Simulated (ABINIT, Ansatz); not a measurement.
## MgPbSe3 (Pm-3m): zone-centre phonons

Which modes does MgPbSe3 (Pm-3m) have at the zone centre?

Calculated with ABINIT 10.8.3; DFT LDA, scalar-relativistic, plane waves, HGH norm-conserving pseudopotentials.

The structure was built from a prototype and need not be the compound's stable phase.

## 1. The starting structure

It takes space group Pm-3m (No. 221, cubic). Conventional cell: a = 5.300 Å, b = 5.300 Å, c = 5.300 Å, α = 90.00°, β = 90.00°, γ = 90.00°. Mg has 12 Se at 3.75 Å nearest. Pb has 6 Se at 2.65 Å nearest. Nearest to Se lie 2 Pb at 2.65 Å. Farther neighbours and most contacts between anions are not listed.

## 2. Relaxing the cell and atoms

The harmonic expansion needs vanishing forces, and a free crystal bears no stress, so cell and atoms are brought to rest. Stress is more sensitive to the basis than forces are: the last 3 Ha under the cutoff are smoothed with ecutsm, and the cutoff is raised above that of the later runs.

The starting cell comes from a relaxation made beforehand in Ansatz (LDA, PseudoDojo NC).

Contents of relax.abi:

```
# relaxation
ionmov 2
optcell 2
dilatmx 1.08
ntime 40
tolmxf 1.0d-05
tolvrs 1.0d-14
prtwf 0
prtden 0
chksymtnons 0

# basis, mesh and filling
ecut 38.0
ecutsm 3.0
ixc 7
ngkpt 6 6 6
nshiftk 1
shiftk 0.0 0.0 0.0
istwfk *1
occopt 3
tsmear 0.01
nband 19
nstep 100
diemac 1000000.0
prtebands 0
prtgsr 0

# cell and atoms
acell 10.01515988 10.01515988 10.01515988
rprim 
    1.0 0.0 0.0
    0.0 1.0 0.0
    0.0 0.0 1.0
ntypat 3
znucl 12 82 34
natom 5
typat 1 2 3 3 3
xred 
    0.0 0.0 0.0
    0.5 0.5 0.5
    0.5 0.5 0.0
    0.5 0.0 0.5
    0.0 0.5 0.5
pp_dirpath "./pseudo"
pseudos "Mg.hgh, Pb.hgh, Se.hgh"
```

On the command line:

```
$ OMP_NUM_THREADS=1 mpirun -n 4 abinit relax.abi > relax.log
```

Numbers of over 12 decimals in the logs are rounded to 6 here.

relax.abo, the main output file:

```text
[banners, grids, parts of the stress and lines that vanish by symmetry left out]
- input  file    -> relax.abi
- output file    -> relax.abo
- root for input  files -> relaxi
[...]
Symmetries : space group Pm -3 m (#221); Bravais cP (primitive cubic)
[...]
mpw =       14328          nfft =      262144          nkpt =          20
[...]
== DATASET  1 ==================================================================
[...]
cutoff_energies: {ecut:  38.0, pawecutdg:  -1.0, }
[...]
Exchange-correlation functional for the present dataset will be:
  LDA: Perdew-Wang 92 LSD fit to Ceperley-Alder data - ixc=7
[...]
ETOT  1  -32.930302663436    -3.293E+01 2.245E-02 6.102E+02
 ETOT  2  -33.011568600858    -8.127E-02 8.813E-04 3.216E+01
 ETOT  3  -33.014302351516    -2.734E-03 6.136E-04 6.557E+00
 ETOT  4  -33.014729285373    -4.269E-04 1.415E-04 1.729E-01
 ETOT  5  -33.014742363601    -1.308E-05 8.269E-05 4.979E-03
[...]
At SCF step   12       vres2   =  1.91E-15 < tolvrs=  1.00E-14 =>converged.
[...]
sigma(1 1)=  1.10503919E-05  sigma(3 2)=  0.00000000E+00
  sigma(2 2)=  1.10503919E-05  sigma(3 1)=  0.00000000E+00
  sigma(3 3)=  1.10503919E-05  sigma(2 1)=  0.00000000E+00
[...]
convergence: {deltae:  7.745E-13, res2:  1.907E-15, residm:  3.404E-06, diffor: null, }
etotal    :  -3.30147427E+01
[...]
ETOT  1  -33.014736892828    -3.301E+01 8.431E-05 2.578E-01
[...]
At SCF step   10       vres2   =  5.32E-16 < tolvrs=  1.00E-14 =>converged.
[...]
sigma(1 1)=  9.70217340E-06  sigma(3 2)=  0.00000000E+00
  sigma(2 2)=  9.70217340E-06  sigma(3 1)=  0.00000000E+00
  sigma(3 3)=  9.70217340E-06  sigma(2 1)=  0.00000000E+00
[...]
convergence: {deltae:  4.313E-12, res2:  5.315E-16, residm:  6.333E-06, diffor: null, }
etotal    :  -3.30147530E+01
[...]
ETOT  1  -33.014005986950    -3.301E+01 4.159E-05 1.258E+01
[...]
At SCF step   11       vres2   =  9.82E-17 < tolvrs=  1.00E-14 =>converged.
[...]
sigma(1 1)= -1.32101741E-07  sigma(3 2)=  0.00000000E+00
  sigma(2 2)= -1.32101741E-07  sigma(3 1)=  0.00000000E+00
  sigma(3 3)= -1.32101741E-07  sigma(2 1)=  0.00000000E+00
[...]
convergence: {deltae: -1.990E-13, res2:  9.821E-17, residm:  1.526E-06, diffor: null, }
etotal    :  -3.30147873E+01
[...]
ETOT  1  -33.014787157023    -3.301E+01 1.035E-06 2.331E-03
[...]
ETOT  7  -33.014787302135     9.663E-13 1.030E-07 1.472E-13
 ETOT  8  -33.014787302134     1.002E-12 1.791E-07 3.439E-15
 At SCF step    8       vres2   =  3.44E-15 < tolvrs=  1.00E-14 =>converged.
[...]
sigma(1 1)=  1.53417875E-09  sigma(3 2)=  0.00000000E+00
  sigma(2 2)=  1.53417875E-09  sigma(3 1)=  0.00000000E+00
  sigma(3 3)=  1.53417875E-09  sigma(2 1)=  0.00000000E+00
[...]
convergence: {deltae:  1.002E-12, res2:  3.439E-15, residm:  1.791E-07, diffor: null, }
etotal    :  -3.30147873E+01
[...]
At Broyd/MD step   4, gradients are converged :
[...]
sigma(1 1)=  1.53417875E-09  sigma(3 2)=  0.00000000E+00
  sigma(2 2)=  1.53417875E-09  sigma(3 1)=  0.00000000E+00
  sigma(3 3)=  1.53417875E-09  sigma(2 1)=  0.00000000E+00
[...]
- sigma(1 1)=  4.51370971E-05  sigma(3 2)=  0.00000000E+00
- sigma(2 2)=  4.51370971E-05  sigma(3 1)=  0.00000000E+00
- sigma(3 3)=  4.51370971E-05  sigma(2 1)=  0.00000000E+00
[...]
fcart     -0.0000000000E+00 -0.0000000000E+00 -0.0000000000E+00
           strten      1.5341787464E-09  1.5341787466E-09  1.5341787469E-09
================================================================================

[key lines of the parts left out:]
pressure_GPa:  -4.5137E-05
Total energy (etotal) [Ha]= -3.30147873021343E+01
```

Elapsed: 2.6 min, on 4 MPI ranks of Arm Neoverse V1, shared host.

Step by step:

| step | energy less that of the first step (eV) | largest force (eV/Å) | volume (Å³) |
| --- | --- | --- | --- |
| 1 | 0.0000 | 0.0000 | 148.86 |
| 2 | -0.0003 | 0.0000 | 148.71 |
| 3 | -0.0012 | 0.0000 | 147.66 |
| 4 | -0.0012 | 0.0000 | 147.67 |

| conventional cell, symmetrised | before | after | change |
| --- | --- | --- | --- |
| a (Å) | 5.300 | 5.286 | -0.3 % |
| b (Å) | 5.300 | 5.286 | -0.3 % |
| c (Å) | 5.300 | 5.286 | -0.3 % |
| volume (Å³/atom) | 29.77 | 29.53 | -0.8 % |

The relaxed structure:

```xyz
5
Lattice="5.2857 0.0000 0.0000 0.0000 5.2857 0.0000 0.0000 0.0000 5.2857" Properties=species:S:1:pos:R:3 pbc="T T T"
Mg    0.0000    0.0000    0.0000
Pb    2.6428    2.6428    2.6428
Se    2.6428    2.6428    0.0000
Se    2.6428    0.0000    2.6428
Se    0.0000    2.6428    2.6428
```

This step gave:

| Item | Value |
| --- | --- |
| volume per atom | 29.53 Å³ |
| pressure | -4.51e-5 GPa |
| gap on the k-mesh | 0 eV |

The volume changes by -0.8 % from the cell with which this run began.

## 3. Ground state

The response is built on these wavefunctions, so the potential is converged far more tightly than an energy would need. Occupations are smeared.

Contents of gs.abi:

```
# ground state
tolvrs 1.0d-16
prtden 1
prtwf 1

# basis, mesh and filling
ecut 30.0
ixc 7
ngkpt 6 6 6
nshiftk 1
shiftk 0.0 0.0 0.0
istwfk *1
occopt 3
tsmear 0.01
nband 19
nstep 100
diemac 1000000.0
prtebands 0
prtgsr 0

# cell and atoms
acell 9.988456456 9.988456456 9.988456456
rprim 
    1.0 0.0 0.0
    0.0 1.0 0.0
    0.0 0.0 1.0
ntypat 3
znucl 12 82 34
natom 5
typat 1 2 3 3 3
xred 
    0.0 0.0 0.0
    0.5 0.5 0.5
    0.5 0.5 0.0
    0.5 0.0 0.5
    0.0 0.5 0.5
pp_dirpath "./pseudo"
pseudos "Mg.hgh, Pb.hgh, Se.hgh"
```

On the command line:

```
$ OMP_NUM_THREADS=1 mpirun -n 4 abinit gs.abi > gs.log
```

gs.abo, the main output file:

```text
[banners, grids, parts of the stress and lines that vanish by symmetry left out]
- input  file    -> gs.abi
- output file    -> gs.abo
- root for input  files -> gsi
[...]
Symmetries : space group Pm -3 m (#221); Bravais cP (primitive cubic)
[...]
mpw =        7856          nfft =      125000          nkpt =          20
[...]
== DATASET  1 ==================================================================
[...]
cutoff_energies: {ecut:  30.0, pawecutdg:  -1.0, }
[...]
Exchange-correlation functional for the present dataset will be:
  LDA: Perdew-Wang 92 LSD fit to Ceperley-Alder data - ixc=7
[...]
ETOT  1  -32.937655223627    -3.294E+01 1.772E-02 2.895E+02
 ETOT  2  -33.011006931497    -7.335E-02 6.075E-04 1.444E+01
 ETOT  3  -33.013594387000    -2.587E-03 1.795E-04 2.992E+00
 ETOT  4  -33.014003918811    -4.095E-04 9.118E-05 7.211E-02
 ETOT  5  -33.014015574666    -1.166E-05 9.073E-05 2.114E-03
[...]
ETOT 12  -33.014015839710    -3.979E-13 4.271E-06 7.918E-16
 ETOT 13  -33.014015839710     3.482E-13 4.627E-07 1.027E-17
 At SCF step   13       vres2   =  1.03E-17 < tolvrs=  1.00E-16 =>converged.
[...]
sigma(1 1)=  4.61453250E-06  sigma(3 2)=  0.00000000E+00
  sigma(2 2)=  4.61453250E-06  sigma(3 1)=  0.00000000E+00
  sigma(3 3)=  4.61453250E-06  sigma(2 1)=  0.00000000E+00
[...]
convergence: {deltae:  3.482E-13, res2:  1.027E-17, residm:  4.627E-07, diffor: null, }
etotal    :  -3.30140158E+01
[...]
sigma(1 1)=  4.61453250E-06  sigma(3 2)=  0.00000000E+00
  sigma(2 2)=  4.61453250E-06  sigma(3 1)=  0.00000000E+00
  sigma(3 3)=  4.61453250E-06  sigma(2 1)=  0.00000000E+00
[...]
- sigma(1 1)=  1.35764233E-01  sigma(3 2)=  0.00000000E+00
- sigma(2 2)=  1.35764233E-01  sigma(3 1)=  0.00000000E+00
- sigma(3 3)=  1.35764233E-01  sigma(2 1)=  0.00000000E+00
[...]
fcart     -0.0000000000E+00 -0.0000000000E+00 -0.0000000000E+00
           strten      4.6145325016E-06  4.6145325016E-06  4.6145325016E-06
================================================================================

[key lines of the parts left out:]
pressure_GPa:  -1.3576E-01
```

Wall time 31 s (4 MPI ranks); 2.1 min of CPU time.

Numbers from this step:

```yaml
pressure: -0.1358 GPa
```

The cell stands at -0.14 GPa: the relaxation ran with a smoothed and higher cutoff, and the difference is a stress of the finite basis.

[end of part 1 of 5]

[Host names and launcher messages were left out of these logs when they were recorded.]

[Logs are printed without paths, hosts, clocks, repeated set-up lines and the standing remarks that a program may print on its own settings, such as how far it seeks lower states.]

[Hosts, paths, dates, database ids (printed as entryN), source tags and the programs' standing remarks are cut or masked in the printed files.]
